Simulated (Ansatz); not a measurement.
# Dielectric function and optical constants of Co

What colour and refractive index does Co have at this level of theory?

Calculated with Ansatz 0.2.0; DFT, PBE, plane-wave PAW, default files, scalar-relativistic, independent-particle optical response without local fields.

### 1. The system as given

It takes space group P6_3/mmc (No. 194, hexagonal). Conventional cell: a = 2.507 Å, b = 2.507 Å, c = 4.070 Å, α = 90.00°, β = 90.00°, γ = 120.00°. Nearest to Co lie 12 Co at 2.50 to 2.51 Å.

### 2. Ground state and bands

The self-consistent density comes first; it also tells whether there is a gap, which decides the occupations and the need for a Drude term.

This step: DFT, PBE, plane-wave PAW, default files, scalar-relativistic, ground state (Ansatz 0.2.0).

Input file input.yaml:

```yaml
crystal:
  lattice:
    - [2.5074, 0.0, 0.0]
    - [-1.2537, 2.1714720974, 0.0]
    - [0.0, 0.0, 4.0699]
  atoms:
    - { symbol: Co, position: [0.6666666667, 0.3333333333, 0.75], spin: 2.0 }
    - { symbol: Co, position: [0.3333333333, 0.6666666667, 0.25], spin: 2.0 }
magnetization:
  spin_polarized: true
kpoints:
  mp_grid: { grid: [11, 11, 6] }
  band_path:
    path:
      - [[0.0, 0.0, 0.0], [0.5, 0.0, 0.0], [0.33333333, 0.33333333, 0.0], [0.0, 0.0, 0.0], [0.0, 0.0, 0.5], [0.5, 0.0, 0.5], [0.33333333, 0.33333333, 0.5], [0.0, 0.0, 0.5]]
      - [[0.5, 0.0, 0.5], [0.5, 0.0, 0.0]]
      - [[0.33333333, 0.33333333, 0.0], [0.33333333, 0.33333333, 0.5]]
    npoints: 5
scf:
  occupations: { method: fermi_dirac, width: 0.05 }
  n_extra_bands: 8
hamiltonian:
  xc: pbe
  pseudopotentials: { kind: paw }
output:
  forces: true
  stress: true
  populations: true
  write_bands: true
```

On the command line:

```sh
$ ansatz run input.yaml --threads 4 --pin off --max-ram 8192MiB --backend cpu --events-out ev --progress --plain --runs-dir out
```

Output:

```text
scf.n_extra_bands = 8 over 17 filled bands (N_el = 34.0): the run solves 25 bands
Engine: ansatz 0.2.0, x86_64-unknown-linux-gnu
Pseudopotentials: kind: paw
Pseudopotential: Co, paw, valence charge 17, recommended cutoff 420 eV (normal), Co.paw.azcp
Functional definition: PBE
  parameter kappa = 0.804
  parameter beta = 0.066725
  exchange = pbe_x(kappa = kappa, mu = beta*pi^2/3)
  correlation = pbe_c(beta = beta)
Crystal: 2 atoms, lattice volume = 22.160 Å³
Basis set: ecut = 420 eV, 415 PW (Γ), exchange–correlation on 36×36×60 points (8 copies of the dense FFT grid, shifted against one another)
Bands: 25, of which v1, the nominal top of the filled ones, is band 17 counted from 1 (16 counted from 0)
Symmetry: 24 space group operations
Space group: P63/mmc (ITA 194), of the structure as read, at distance tolerance 2.8e-5 Å
Magnetic group: BNS 194.263 (UNI 1493), of the structure as read, at distance tolerance 2.8e-5 Å
k-points: 64 of 726
Non-local potential: Co, projectors of the file, l = 0: 3, l = 1: 2, l = 2: 3, l = 3: 1
PAW form: soft (Blöchl's): semilocal exchange-correlation on the pseudo side does not see the compensation charge
PAW one-centre angular grid: Co, 590 points (default); XC on 64 Gauss nodes
Initial density: superposition of atomic densities (chi_scale 0.1, normalization cell)
Starting moments: Σ|m| = 4 μB on 2 of 2 sites
Initial wavefunctions: pseudopotential atomic-orbital guess
Functional: x = pbe(κ = 0.804, μ = 0.219515), c = pbe(β = 0.066725)
SCF iter   1: F=—  HF=-10251.780885 eV  |F-HF|=—  |Δ(HF+E_count)|=         —  Δρ=8.05e-2 (↑6.12e-2 ↓8.05e-2)  dr2=2.49e0  dr2_m=5.29e-2  M=3.447 μB ∫|m|=3.611 μB  β_m=0.30  ethr=3.10e-3  ⟨swp⟩=5.6  Hψ=12395  notcnv=0  defer=25
Mixer restart at iter 1: flushing history
preconditioner: auto → none  [metal: Δε(μ)=0.041 eV  Ē_g=11.458 eV  σ=0.050 eV  W_gap=0.20  n_scr=8 (ndim 8)  ℏωp=33.5 eV  f_vac=0.000  D(μ)=1.93/eV (n_scr^D=22)  sad-step TF]
SCF iter   2: F=—  HF=-10251.010065 eV  |F-HF|=—  |Δ(HF+E_count)|=   7.71e-1  Δρ=2.94e-2 (↑1.18e-2 ↓2.94e-2)  dr2=1.42e-1  dr2_m=6.09e-2  M=3.490 μB ∫|m|=3.695 μB  β_m=0.34  ethr=3.10e-3  ⟨swp⟩=2.7  Hψ=5956  notcnv=0  defer=215
SCF iter   3: F=—  HF=-10251.513691 eV  |F-HF|=—  |Δ(HF+E_count)|=   5.04e-1  Δρ=1.57e-2 (↑1.57e-2 ↓8.04e-3)  dr2=2.20e-2  dr2_m=1.63e-2  M=3.407 μB ∫|m|=3.649 μB  β_m=0.49  ethr=4.17e-4  ⟨swp⟩=2.0  Hψ=4116  notcnv=0  defer=216
SCF iter   4: F=—  HF=-10252.016280 eV  |F-HF|=—  |Δ(HF+E_count)|=   5.03e-1  Δρ=1.52e-2 (↑1.27e-2 ↓1.52e-2)  dr2=8.00e-2  dr2_m=5.90e-3  M=3.283 μB ∫|m|=3.572 μB  β_m=0.64  ethr=6.47e-5  ⟨swp⟩=2.5  Hψ=5677  notcnv=0  defer=216
SCF iter   5: F=—  HF=-10252.271263 eV  |F-HF|=—  |Δ(HF+E_count)|=   2.55e-1  Δρ=2.21e-3 (↑2.21e-3 ↓1.61e-3)  dr2=3.41e-4  dr2_m=6.27e-4  M=3.170 μB ∫|m|=3.509 μB  β_m=0.71  ethr=6.47e-5  ⟨swp⟩=2.2  Hψ=6220  notcnv=0  defer=216
SCF iter   6: F=—  HF=-10252.304781 eV  |F-HF|=—  |Δ(HF+E_count)|=   3.35e-2  Δρ=1.77e-3 (↑1.77e-3 ↓2.60e-4)  dr2=3.80e-4  dr2_m=1.95e-4  M=3.142 μB ∫|m|=3.500 μB  β_m=0.86  ethr=1.00e-6  ⟨swp⟩=2.1  Hψ=6897  notcnv=0  defer=199
SCF iter   7: F=—  HF=-10252.306506 eV  |F-HF|=—  |Δ(HF+E_count)|=   1.72e-3  Δρ=1.24e-3 (↑8.27e-4 ↓1.24e-3)  dr2=5.42e-4  dr2_m=2.04e-5  M=3.139 μB ∫|m|=3.501 μB  β_m=0.82  ethr=1.00e-6  ⟨swp⟩=1.5  Hψ=3680  notcnv=0  defer=198
SCF iter   8: F=—  HF=-10252.306598 eV  |F-HF|=—  |Δ(HF+E_count)|=   9.21e-5  Δρ=3.61e-5 (↑3.61e-5 ↓2.86e-5)  dr2=1.88e-8  dr2_m=1.99e-7  M=3.137 μB ∫|m|=3.501 μB  β_m=0.91  ethr=1.00e-6  ⟨swp⟩=2.1  Hψ=4588  notcnv=0  defer=200
SCF iter   9: F=—  HF=-10252.306599 eV  |F-HF|=—  |Δ(HF+E_count)|=   5.82e-7  Δρ=2.89e-5 (↑1.68e-5 ↓2.89e-5)  dr2=2.10e-7  dr2_m=1.10e-8  M=3.137 μB ∫|m|=3.501 μB  β_m=0.96  ethr=5.53e-11  ⟨swp⟩=3.2  Hψ=6593  notcnv=0  defer=200
SCF iter  10: F=—  HF=-10252.306599 eV  |F-HF|=—  |Δ(HF+E_count)|=   4.96e-8  Δρ=2.75e-6 (↑2.75e-6 ↓1.90e-6)  dr2=9.18e-10  dr2_m=8.30e-10  M=3.137 μB ∫|m|=3.501 μB  β_m=0.96  ethr=5.53e-11  ⟨swp⟩=2.0  Hψ=5450  notcnv=0  defer=200
SCF iter  11: F=-10252.306599 eV  HF=-10252.306599 eV  |F-HF|=1.04e-10  |Δ(HF+E_count)|=   2.79e-9  Δρ=1.22e-6 (↑5.51e-7 ↓1.22e-6)  dr2=1.94e-10  dr2_m=1.20e-10  M=3.137 μB ∫|m|=3.501 μB  ethr=2.70e-12  ⟨swp⟩=5.2  Hψ=10666  notcnv=0
SCF 1 converged in 11 iterations: F = -10252.306599 eV  dr2 = 1.94e-10
  greatest PAW one-centre occupation: 1.001 electrons in one spin orbital (limit 2), on the Co atom at site 1 (counted from 0), in its partial waves of l = 1
NSCF: frozen V_eff on 48 k-points
SCF converged after 11 iterations
Magnetization: 3.1374 μB (18.5687 up, 15.4313 down)
Absolute magnetization: 3.5025 μB (∫|ρ↑−ρ↓|, with the PAW one-centre terms)
Spin contamination: 0.0599 ħ² per cell (⟨S²⟩ above its minimum at these occupations)
Per-site moments (μB) at R_I (Å): [(1.651482, 1.030153), (1.651482, 1.030153)]
Free energy (F): -10252.306599 eV
Harris-Foulkes:  -10252.306599 eV  (|F-HF|=1.04e-10)
Internal energy: -10252.292933 eV  (E = F + TS)
E sigma→0 (E₀):  -10252.299766 eV
Entropy (-TS):   -0.013665 eV (-6.833 meV/atom)
Fermi energy:    18.244282 eV
--- Per-component energies (eV) ---
  E_band       = -502.353366
  E_kinetic    = 906.101045
  E_local      = -5725.323460  (includes V_loc(G=0)·N_el)
  E_nonlocal   = 908.472072
  E_hartree    = 2397.539044
  E_xc         = -317.533011
  E_vxc        = -409.721763  (∫ρ·V_xc dr)
  E_paw        = -3030.274379  (= ΣΔE_a)
  E_vpaw       = -976.960789  (= ΣTr[D̂ρ^β])
  E_aug_tail   = 0.000160  (compensation charges beyond the density's cutoff)
  E_ewald      = -5391.274405
  E_smearing   = -0.013665  (= −TS)
  E_closure    = -0.000000  (closes the sum)
  Σ components = -10252.306599   (vs F -10252.306599, Δ=0.00e0)
--- Forces (eV/Å), atoms counted from 1 ---
  atom   1  Co     0.00000000     0.00000000     0.00000000
  atom   2  Co     0.00000000     0.00000000     0.00000000
  max |Σ_I F_I| component: 4.63e-18 eV/Å
--- Stress (GPa, compression-positive) ---
       -4.749268      -0.000000       0.000000
        0.000000      -4.749268       0.000000
        0.000000       0.000000      -5.606085
  P = ⅓ Tr σ = -5.0349 GPa (-50.349 kbar)
--- Band table (eV; the first three rows and the last of 128) ---
  k-point 0 ↑: bands = [... 13 lower, 15.9896, 15.9896, 16.3419, 16.3419, 17.4071, 17.4071, 18.0367, 24.3122, ... 4 higher]
  k-point 1 ↑: bands = [... 13 lower, 15.9194, 15.9194, 16.4975, 16.4975, 17.0787, 17.3900, 17.3900, 25.8317, ... 4 higher]
  k-point 2 ↑: bands = [... 13 lower, 15.7640, 15.7640, 15.7808, 16.8065, 16.8065, 17.3030, 17.3030, 29.0134, ... 4 higher]
  k-point 63 ↓: bands = [... 13 lower, 16.5019, 18.0825, 18.0825, 19.3196, 19.3196, 23.7668, 23.7668, 26.3476, ... 4 higher]
--- Löwdin populations: 2 sites ---
  site symbol       q [e]    m [muB]
     0     Co     16.7804     1.6375
     1     Co     16.7804     1.6375
  spilling = 0.012918 (of n_electrons = 34.000000)
```

Elapsed: 7 s, on 4 threads of Intel Xeon at 2.50GHz (Skylake/Cascade Lake), shared host; peak memory 0.39 GiB; 19 s of CPU time.

Reading the cycles: dr2 is the Hartree energy of the density residual (eV), the measure of convergence; HF is the Harris–Foulkes estimate of the energy, which meets the free energy F at convergence.

Numbers from this step:

- free energy: -10252.3066 eV
- Fermi energy: 18.24 eV
- magnetization: 3.137 μB
- absolute magnetization: 3.502 μB
- site moments: 1.651, 1.651 μB
- electrons: 34
- symmetry operations: 24
- pressure: -5.035 GPa
- volume: 22.16 Å³
- gap on the path: 0 eV

There are states at the Fermi level within the smearing, so the occupations stay smeared and the carriers get a Drude term. The cell is left with a pressure of -5.0 GPa, as it stands unrelaxed at this level.

Both spins together. The electronic bands at the labelled points (eV, zero at the Fermi level; # counts the bands kept):

| point | #15 | #16 | #17 | #18 | #19 | #20 | #21 | #22 |
| --- | --- | --- | --- | --- | --- | --- | --- | --- |
| Γ | -0.84 | -0.84 | -0.59 | -0.59 | -0.30 | -0.21 | -0.15 | -0.15 |
| 0.60 of the way | -1.02 | -0.81 | -0.74 | -0.66 | 0.35 | 0.38 | 0.56 | 1.24 |
| M | -0.63 | -0.62 | -0.55 | 1.16 | 1.23 | 1.28 | 1.32 | 2.46 |
| 0.40 of the way | -0.71 | -0.69 | -0.57 | 1.06 | 1.16 | 1.18 | 1.90 | 2.98 |
| K | -0.94 | -0.84 | -0.34 | 0.88 | 0.88 | 1.03 | 4.36 | 5.12 |
| 0.40 of the way | -0.92 | -0.74 | -0.65 | -0.35 | 0.09 | 0.82 | 1.14 | 1.32 |
| Γ | -0.84 | -0.84 | -0.59 | -0.59 | -0.30 | -0.21 | -0.15 | -0.15 |
| 0.40 of the way | -1.03 | -1.03 | -0.86 | -0.86 | -0.70 | -0.70 | 0.08 | 0.08 |
| A | -1.14 | -1.14 | -1.00 | -1.00 | -1.00 | -1.00 | 0.70 | 0.70 |
| 0.40 of the way | -1.17 | -1.17 | -0.69 | -0.69 | -0.51 | -0.51 | 0.66 | 0.66 |
| L | -0.05 | -0.05 | 0.19 | 0.19 | 1.26 | 1.26 | 1.49 | 1.49 |
| 0.60 of the way | -0.74 | -0.74 | -0.02 | -0.02 | 1.11 | 1.11 | 3.66 | 3.66 |
| H | -0.78 | -0.78 | -0.19 | -0.19 | 1.06 | 1.06 | 5.54 | 5.54 |
| 0.60 of the way | -1.08 | -1.08 | -0.55 | -0.55 | -0.38 | -0.38 | 0.72 | 0.72 |
| A | -1.14 | -1.14 | -1.00 | -1.00 | -1.00 | -1.00 | 0.70 | 0.70 |
| jump to L | -0.05 | -0.05 | 0.19 | 0.19 | 1.26 | 1.26 | 1.49 | 1.49 |
| 0.60 of the way | -0.65 | -0.56 | -0.13 | 0.95 | 0.96 | 1.22 | 1.31 | 2.02 |
| M | -0.63 | -0.62 | -0.55 | 1.16 | 1.23 | 1.28 | 1.32 | 2.46 |
| jump to K | -0.94 | -0.84 | -0.34 | 0.88 | 0.88 | 1.03 | 4.36 | 5.12 |
| 0.60 of the way | -0.83 | -0.83 | -0.36 | 0.34 | 1.00 | 1.00 | 5.36 | 5.36 |
| H | -0.78 | -0.78 | -0.19 | -0.19 | 1.06 | 1.06 | 5.54 | 5.54 |

### 3. Spectrum

With the density converged, the vertical transitions are summed over the zone.

This step: DFT, PBE, plane-wave PAW, default files, scalar-relativistic, independent-particle optical response without local fields (Ansatz 0.2.0).

input.yaml, the sections that differ from step 2:

```yaml
kpoints:
  mp_grid: { grid: [14, 14, 8] }
scf:
  occupations: { method: fermi_dirac, width: 0.05 }
output:
  optics:
    e_range: [0, 14]
    de: 0.05
    sigma: 0.1
    drude_damping: 0.05
    nscf_kmesh: { grid: [21, 21, 11] }
    bands: { spectra_wanted_up_to: 14 }
# crystal, magnetization, hamiltonian: as in step 2
```

Output:

```text
[...]
Crystal: 2 atoms, lattice volume = 22.160 Å³
Basis set: ecut = 420 eV, 415 PW (Γ)
Bands: 23, of which v1, the nominal top of the filled ones, is band 17 counted from 1 (16 counted from 0)
[... 1 set-up line as in the run before ...]
[...]
k-points: 120 of 1568
[...]
Starting moments: Σ|m| = 4 μB on 2 of 2 sites
[...]
SCF iter   1: F=—  HF=-10251.690399 eV  |F-HF|=—  |Δ(HF+E_count)|=         —  Δρ=7.93e-2 (↑5.26e-2 ↓7.93e-2)  dr2=2.17e0  dr2_m=6.40e-2  M=3.505 μB ∫|m|=3.661 μB  β_m=0.30  ethr=3.10e-3  ⟨swp⟩=5.5  Hψ=20866  notcnv=0
[...]
SCF iter  13: F=-10252.299432 eV  HF=-10252.299432 eV  |F-HF|=1.82e-12  |Δ(HF+E_count)|=    0.00e0  Δρ=1.76e-8 (↑1.02e-8 ↓1.76e-8)  dr2=1.03e-13  dr2_m=3.17e-15  M=3.243 μB ∫|m|=3.585 μB  ethr=1.00e-12  ⟨swp⟩=2.4  Hψ=13230  notcnv=0
SCF 1 converged in 13 iterations: F = -10252.299432 eV  dr2 = 1.03e-13
[...]
NSCF: frozen V_eff on 288 k-points
output.optics: what the bands over the 31 summed would add to eps1, eps2 and the energy-loss function is held between a lower and an upper bound (7 Lanczos steps). eps1, eps2 and their loss function (loss_summed_bands) are given on every row as the summed bands alone make them. Along an axis, on a row where the two bounds hold the loss function to about 1 % of the greater of itself and 0.5 % of |1/eps|, its cell (loss_completed) is given, with the completed eps1 and eps2 that it is formed of (a cell that is left empty reads nan in the table and null in the record). The two bounds hold it so along every axis on all 280 rows up to 14.000 eV. [rest of the remark cut]
SCF converged after 13 iterations
Magnetization: 3.2433 μB (18.6217 up, 15.3783 down)
Absolute magnetization: 3.5864 μB (∫|ρ↑−ρ↓|, with the PAW one-centre terms)
[...]
Per-site moments (μB) at R_I (Å): [(1.700062, 1.030153), (1.700062, 1.030153)]
Free energy (F): -10252.299432 eV
[...]
Internal energy: -10252.282051 eV  (E = F + TS)
E sigma→0 (E₀):  -10252.290742 eV
Entropy (-TS):   -0.017381 eV (-8.691 meV/atom)
Fermi energy:    18.230605 eV
[...]
--- Band table (eV; the first three rows and the last of 240) ---
  k-point 0 ↑: bands = [... 13 lower, 15.9556, 15.9556, 16.3056, 16.3056, 17.3691, 17.3691, 18.0261, 24.2897, ... 2 higher]
  k-point 1 ↑: bands = [... 13 lower, 15.9148, 15.9148, 16.3987, 16.3987, 17.3605, 17.3605, 17.4259, 25.2008, ... 2 higher]
  k-point 2 ↑: bands = [... 13 lower, 15.8120, 15.8120, 16.3329, 16.6093, 16.6093, 17.3211, 17.3211, 27.2920, ... 2 higher]
  k-point 119 ↓: bands = [... 13 lower, 16.5123, 18.0858, 18.0858, 19.3250, 19.3250, 23.9728, 23.9728, 26.3039, ... 2 higher]
```

Elapsed: 3.6 min, on 4 threads; peak memory 2.5 GiB; 13 min of CPU time.

Numbers from this step:

```
magnetization                                                : 3.243 μB
absolute magnetization                                       : 3.586 μB
site moments                                                 : 1.700, 1.700 μB
main peak of the optical conductivity above 1 eV, first axis : 1.856 eV
Drude plasma energy, first axis                              : 6.100 eV
bands summed                                                 : 31
spectra valid up to                                          : 28.55 eV
program's estimate of the k-sum error in Im epsilon          : 0.53 %
electrons in the f-sum                                       : 12.10
```

The Im ε has structure finer than the step of the table below, so its rows give means over 0.5 eV. Peaks (eV: height): E ∥ x or y 1.15: 70.6; E ∥ z 1.20: 62.1.

Im ε against photon energy; means over each step:

| photon energy (eV) | E ∥ x or y | E ∥ z |
| --- | --- | --- |
| 1.0 | 52.9 | 45.1 |
| 1.5 | 49.6 | 44.2 |
| 2.0 | 39.0 | 31.9 |
| 2.5 | 19.2 | 21.2 |
| 3.0 | 14.1 | 12.8 |
| 3.5 | 11.1 | 11.2 |
| 4.0 | 6.57 | 6.53 |
| 4.5 | 4.56 | 4.23 |
| 5.0 | 4.91 | 5.28 |
| 5.5 | 4.39 | 4.34 |
| 6.0 | 5.98 | 7.09 |
| 6.5 | 5.83 | 4.68 |
| 7.0 | 3.18 | 2.68 |
| 7.5 | 2.22 | 2.19 |
| 8.0 | 1.95 | 2.32 |
| 8.5 | 2.28 | 2.58 |
| 9.0 | 2.17 | 2.76 |
| 9.5 | 1.97 | 2.54 |
| 10.0 | 1.97 | 2.34 |
| 10.5 | 2.53 | 2.37 |
| 11.0 | 2.40 | 2.15 |
| 11.5 | 2.10 | 2.15 |
| 12.0 | 2.26 | 2.12 |
| 12.5 | 2.26 | 1.91 |
| 13.0 | 1.95 | 1.86 |
| 13.5 | 1.73 | 1.91 |

Re ε against photon energy:

| photon energy (eV) | E ∥ x or y | E ∥ z |
| --- | --- | --- |
| 0.5 | -100 | -140 |
| 1.0 | 23.3 | 1.81 |
| 1.5 | -10.5 | -16.6 |
| 2.0 | -24.8 | -8.93 |
| 2.5 | -15.9 | -18.2 |
| 3.0 | -10.2 | -10.6 |
| 3.5 | -10.3 | -9.91 |
| 4.0 | -7.81 | -7.60 |
| 4.5 | -4.94 | -4.58 |
| 5.0 | -1.77 | -2.24 |
| 5.5 | -2.02 | -1.79 |
| 6.0 | -0.208 | 0.476 |
| 6.5 | -4.21 | -4.12 |
| 7.0 | -3.13 | -2.68 |
| 7.5 | -2.03 | -1.29 |
| 8.0 | -0.876 | -0.430 |
| 8.5 | -0.491 | -0.144 |
| 9.0 | -0.357 | -0.192 |
| 9.5 | -0.0777 | -0.246 |
| 10.0 | 0.407 | -0.0789 |
| 10.5 | 0.389 | 0.0156 |
| 11.0 | 0.00903 | -0.0861 |
| 11.5 | 0.261 | 0.387 |
| 12.0 | 0.346 | 0.00144 |
| 12.5 | 0.0311 | 0.209 |
| 13.0 | -0.0672 | 0.223 |
| 13.5 | -9.8e-4 | 0.204 |
| 14.0 | 0.142 | 0.274 |

The loss function −Im 1/ε at q → 0 has structure finer than the step of the table below, so its rows give means over 0.5 eV. Peaks (eV: height): E ∥ x or y 5.70: 0.227, 9.75: 0.525; E ∥ z 5.70: 0.235, 11.30: 0.512.

Loss function −Im 1/ε at q → 0 against energy loss; means over each step:

```
energy loss (eV)  E ∥ x or y   E ∥ z
             1.0      0.0194  0.0208
             1.5      0.0199  0.0204
             2.0      0.0199  0.0279
             2.5      0.0312  0.0285
             3.0      0.0454  0.0476
             3.5      0.0486  0.0512
             4.0      0.0638  0.0646
             4.5       0.105   0.117
             5.0       0.164   0.162
             5.5       0.192   0.200
             6.0       0.170   0.142
             6.5       0.119   0.122
             7.0       0.161   0.192
             7.5       0.251   0.336
             8.0       0.416   0.410
             8.5       0.420   0.386
             9.0       0.450   0.360
             9.5       0.505   0.390
            10.0       0.484   0.426
            10.5       0.382   0.422
            11.0       0.418   0.466
            11.5       0.469   0.460
            12.0       0.433   0.474
            12.5       0.441   0.518
            13.0       0.513   0.528
            13.5       0.579   0.516
```

The refractive index n and extinction k by photon energy:

```csv
photon energy (eV),"n, E ∥ x or y","k, E ∥ x or y","n, E ∥ z","k, E ∥ z"
0.5,1.73,10.2,1.84,12.0
1.0,6.46,4.30,4.76,4.57
1.5,4.20,5.31,3.81,5.58
2.0,3.23,5.94,3.43,4.55
2.5,2.09,4.50,2.03,4.73
3.0,1.86,3.70,1.66,3.66
3.5,1.60,3.58,1.58,3.52
4.0,1.10,3.00,1.08,2.96
4.5,0.937,2.41,0.886,2.32
5.0,1.37,1.91,1.43,2.07
5.5,1.16,1.83,1.18,1.78
6.0,1.70,1.76,1.99,1.86
6.5,1.18,2.37,0.980,2.26
7.0,0.806,1.95,0.735,1.79
7.5,0.696,1.58,0.792,1.38
8.0,0.771,1.21,0.978,1.18
8.5,0.967,1.19,1.10,1.17
9.0,0.963,1.13,1.14,1.23
9.5,0.976,1.02,1.08,1.18
10.0,1.09,0.880,1.06,1.09
10.5,1.23,1.06,1.09,1.08
11.0,1.10,1.09,1.01,1.05
11.5,1.08,0.949,1.14,0.957
12.0,1.15,0.984,1.03,1.03
12.5,1.07,1.06,1.02,0.912
13.0,0.969,1.00,1.02,0.900
13.5,0.929,0.930,1.04,0.939
14.0,0.922,0.841,1.00,0.854
```

Values under 1 per cm are given as 1. Absorption coefficient against photon energy:

```csv
photon energy (eV),E ∥ x or y (1/cm),E ∥ z (1/cm)
0.500,5.2e5,6.1e5
1.000,4.4e5,4.6e5
1.500,8.1e5,8.5e5
2.000,1.2e6,9.2e5
2.500,1.1e6,1.2e6
3.000,1.1e6,1.1e6
3.500,1.3e6,1.3e6
4.000,1.2e6,1.2e6
4.500,1.1e6,1.1e6
5.000,9.7e5,1.0e6
5.500,1.0e6,9.9e5
6.000,1.1e6,1.1e6
6.500,1.6e6,1.5e6
7.000,1.4e6,1.3e6
7.500,1.2e6,1.1e6
8.000,9.8e5,9.6e5
8.500,1.0e6,1.0e6
9.000,1.0e6,1.1e6
9.500,9.8e5,1.1e6
10.000,8.9e5,1.1e6
10.500,1.1e6,1.2e6
11.000,1.2e6,1.2e6
11.500,1.1e6,1.1e6
12.000,1.2e6,1.3e6
12.500,1.3e6,1.2e6
13.000,1.3e6,1.2e6
13.500,1.3e6,1.3e6
14.000,1.2e6,1.2e6
```

Optical constants at common wavelengths, from n + ik = √ε:

```csv
wavelength (nm),n xy,k xy,R (%) xy,1/α xy,n z,k z,R (%) z,1/α z
1550,3.92,3.939,60.5,31 nm,2.79,5.617,75.7,22 nm
800,4.21,5.116,68.4,12 nm,3.70,5.478,71.6,12 nm
633,3.55,6.040,75.2,8.3 nm,3.36,4.554,66.2,11 nm
532,2.28,4.888,73.7,8.7 nm,2.75,5.217,73.4,8.1 nm
450,1.92,4.046,69.2,8.9 nm,1.82,4.069,70.3,8.8 nm
365,1.70,3.606,66.5,8.1 nm,1.75,3.588,65.7,8.1 nm
248,1.37,1.908,40.8,10 nm,1.43,2.068,43.8,9.5 nm
```

A polished face would reflect 73 % of daylight and look light grey (CIE x = 0.315, y = 0.335 under D65).

### 4. Outcome

```yaml
gap_on_the_path: 0 eV
main_peak_of_the_optical_conductivity_above_1_ev_first_axis: 1.86 eV
drude_plasma_energy_first_axis: 6.10 eV
```

In words: At this level (PBE, independent particles) Co is a metal with a Drude plasma energy of 6.1 eV along x, 6.1 eV along y and 6.7 eV along z; it reflects 74 % at 550 nm. Along x the bare Drude plasma energy is 6.1 eV; Re ε first rises through zero at 0.80 eV, far lower, because interband transitions screen the carriers. Im ε is 31 there, so the loss peak at that energy is weak. A polished face would reflect 73 % of daylight and look light grey (CIE x = 0.315, y = 0.335 under D65). In the base run ε includes the program's bounded estimate of what the bands above those summed add. The carriers' damping of 0.05 eV is typed, not computed; at 0.8 eV the carriers give 12 % of Im ε, the rest is interband. The magnetic state comes from one start and need not be the lowest. The Fermi-Dirac width of 0.05 eV acts as an electron temperature of 580 K in the carriers' term.

[Long decimals in the printed logs are rounded to 6 places.]

[Logs are printed without paths, hosts, clocks, repeated set-up lines and the standing remarks that a program may print on its own settings, such as how far it seeks lower states.]

[Hosts, paths, dates, database ids (printed as entryN), source tags and the programs' standing remarks are cut or masked in the printed files.]

[Where the starting crystal was built by hand or by swapping elements, it need not be the compound's stable phase.]

[The count of steps not shown may lack steps that the program refused or didn't finish.]
